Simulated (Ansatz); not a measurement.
## A convergence test on ZnCu2SnS4 (I-4): k mesh of the hybrid

Wanted: the cheapest k mesh of the hybrid that holds the HSE06 gap of ZnCu2SnS4 (I-4).

Main program and level: Ansatz 0.2.0; DFT, HSE06, plane waves, PAW; PAW set soft_1.

This is a report of a sequence of runs, with most program output left out.

## (1) The structure

Symmetry: I-4, No. 82, tetragonal system. Conventional cell: a = 5.434 Å, b = 5.434 Å, c = 10.850 Å, α = 90.00°, β = 90.00°, γ = 90.00°. Nearest to Zn lie 4 S at 2.33 Å. Cu has 4 S at 2.33 Å nearest. Nearest to Cu lie 4 S at 2.33 Å. Nearest to Sn lie 4 S at 2.41 Å. Nearest to S lie 1 Zn at 2.33 Å and 2 Cu at 2.33 Å and 1 Sn at 2.41 Å. Farther neighbours and most contacts between anions are not listed.

The cell and positions come from the Crystallography Open Database and are kept as given unless a step says otherwise.

## (2) k mesh of the hybrid: 2×2×2

Contents of input.yaml:

```yaml
crystal:
  lattice:
    - [-2.7171, 2.7171, 5.4248]
    - [2.7171, -2.7171, 5.4248]
    - [2.7171, 2.7171, -5.4248]
  atoms:
    - { symbol: Zn, position: [0.25, 0.75, 0.5] }
    - { symbol: Cu, position: [0.0, 0.0, 0.0] }
    - { symbol: Cu, position: [0.75, 0.25, 0.5] }
    - { symbol: Sn, position: [0.5, 0.5, 0.0] }
    - { symbol: S, position: [0.37161, 0.88441, 0.9996] }
    - { symbol: S, position: [0.11559, 0.11519, 0.4872] }
    - { symbol: S, position: [0.88481, 0.37201, 0.0004] }
    - { symbol: S, position: [0.62799, 0.62839, 0.5128] }
kpoints:
  mp_grid: { grid: [2, 2, 2] }
  band_path:
    path:
      - [0.0, 0.0, 0.0]
      - [0.0, 0.0, 0.5]
      - [0.25, 0.25, 0.25]
      - [0.0, 0.5, 0.0]
      - [0.5, 0.5, -0.5]
      - [0.31271679, 0.68728321, -0.31271679]
      - [-0.31271679, 0.31271679, 0.31271679]
      - [-0.12543357, 0.12543357, 0.5]
    npoints: 1
hamiltonian:
  xc: hse06
  pseudopotentials: { kind: paw, azcp: { folder: soft_1 } }
scf:
  occupations: { method: fixed }
  n_extra_bands: 6
output:
  eigenvalues: true
```

Launch:

```bash
$ ansatz run input.yaml --threads 3 --pin off --max-ram 92160MiB --backend cuda --events-out ev --progress --plain --runs-dir out --devices 1 --max-vram 13GiB
```

It took 19 s on 1 × NVIDIA H100 80GB HBM3 (shared by 6 runs) with 3 threads of AMD EPYC 7R13 (Zen 3), shared host; peak memory 1.2 GiB.

This step gave:

```
gap                     : 1.509 eV
valence top at          : Γ
conduction bottom at    : Γ
least direct gap        : 1.509 eV
exact-exchange fraction : 0.25
```

The gap is direct, at Γ.

## (3) k mesh of the hybrid: 4×4×4

Changes to input.yaml since step 2:

```diff
@@ -15,3 +15,3 @@
 kpoints:
-  mp_grid: { grid: [2, 2, 2] }
+  mp_grid: { grid: [4, 4, 4] }
   band_path:
```

It took 58 s on 1 × NVIDIA H100 80GB HBM3 (shared by 6 runs) with 3 threads; peak memory 1.5 GiB; 1.8 min of CPU time.

Numbers from this step:

```yaml
gap: 1.479 eV
valence_top_at: Γ
conduction_bottom_at: Γ
least_direct_gap: 1.479 eV
```

The gap is 1.479 eV, −0.030 eV from the run before at this level.

## (4) k mesh of the hybrid: 6×6×6

Changes to input.yaml since step 3:

```diff
@@ -15,3 +15,3 @@
 kpoints:
-  mp_grid: { grid: [4, 4, 4] }
+  mp_grid: { grid: [6, 6, 6] }
   band_path:
```

Elapsed: 1.8 min, on 1 × NVIDIA H100 80GB HBM3 (shared by 6 runs) with 3 threads; peak memory 2.4 GiB.

Numbers from this step:

```
gap                  : 1.477 eV
valence top at       : Γ
conduction bottom at : Γ
least direct gap     : 1.477 eV
```

The gap is 1.477 eV, −0.002 eV from the run before at this level.

## (5) The series

Differences are against the last row; a negative gap means that bands overlap, and a run with a band path holds that path's time. Times are wall times on 1 × NVIDIA H100 80GB HBM3 (shared by 6 runs) with 3 threads of AMD EPYC 7R13 (Zen 3), shared host, good to a factor of about two.

```csv
k mesh of the hybrid,gap (eV),direct gap (eV),gap error (eV),energy error (meV/atom),irreducible k,time
2×2×2,1.509,1.509,+0.032,+15.9,4,19 s
4×4×4,1.479,1.479,+0.002,+0.2,14,58 s
6×6×6,1.477,1.477,+0.000,+0.0,36,1.8 min
```

## (6) Summary of results

* 2×2×2: 1.509 eV
* 4×4×4: 1.479 eV
* 6×6×6: 1.477 eV

What this shows: The gap holds to 0.02 eV from 4×4×4 on. At 2×2×2 the gap is off by +0.032 eV and the energy by +16 meV/atom. The gap is read over the mesh and added points near the edges, so meshes differ mainly through the density and, for a hybrid, the exchange operator. The runs have no spin polarisation. For a closed low-spin shell that is the natural state; where a d or f shell is open it is a constraint, and the gap is then not the crystal's own.

[Paths, hosts, dates, memory and timing lines, banners, echoed tables and standing remarks are left out of the program output.]

[Logs are printed without paths, hosts, clocks, repeated set-up lines and the standing remarks that a program may print on its own settings, such as how far it seeks lower states.]

[Runs of the session that timed out or met a known fault of the program may be left out.]

[Cells called generated may have been cut or substituted from an entry of the Crystallography Open Database or the Materials Project.]

[Hosts, paths, dates, database ids (printed as entryN), source tags and the programs' standing remarks are cut or masked in the printed files.]
